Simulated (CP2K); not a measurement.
Two runs for the C K edge of aminoacetonitrile. Run A: CP2K XAS_TDP, all-electron GAPW, PBEh(45%), aug-cc-pVDZ, TDA, no relativity. Run B differs in one setting.

First lines with a strength over 0.0015. A:

| atom | energy (eV) | states | strength, one atom |
| --- | --- | --- | --- |
| C2 (bonded to C and N) | 282.38 | 1 | 0.0520 |
|  | 282.57 | 1 | 0.0569 |
|  | 285.09 | 1 | 0.0017 |
|  | 286.01 | 1 | 0.0032 |
|  | 287.26 | 1 | 0.0054 |
| C3 (bonded to C, N and 2 H) | 285.02 | 1 | 0.0132 |
|  | 285.78 | 1 | 0.0149 |
|  | 286.08 | 1 | 0.0039 |
|  | 286.83 | 1 | 0.0068 |
|  | 287.11 | 1 | 0.0239 |

B:

| atom | energy (eV) | states | strength, one atom |
| --- | --- | --- | --- |
| C2 (bonded to C and N) | 284.44 | 1 | 0.0558 |
|  | 284.58 | 1 | 0.0599 |
|  | 287.26 | 1 | 0.0019 |
|  | 288.23 | 1 | 0.0029 |
|  | 289.44 | 1 | 0.0060 |
| C3 (bonded to C, N and 2 H) | 287.18 | 1 | 0.0156 |
|  | 287.93 | 1 | 0.0217 |
|  | 288.23 | 1 | 0.0058 |
|  | 289.08 | 1 | 0.0078 |
|  | 289.25 | 1 | 0.0276 |

**Question.** Which was it: the basis, the functional, scalar relativity switched on, GW2X switched on?

The functional (functional from PBEh(45%) to BHandHLYP; the lines alone don't name the new value). A functional moves all lines by electronvolts and changes their spacings and strengths. Against PBEh(45%) in aug-cc-pVDZ, the leading lines move by +2.06 eV (C2, to 284.44) and +2.16 eV (C3, to 287.18); the strength of C2's goes from 0.0520 to 0.0558. The next line of C2 over the strength cut lies 0.14 eV higher, against 0.19.

[Hosts, paths, dates, database ids (printed as entryN), source tags and the programs' standing remarks are cut or masked in the printed files.]
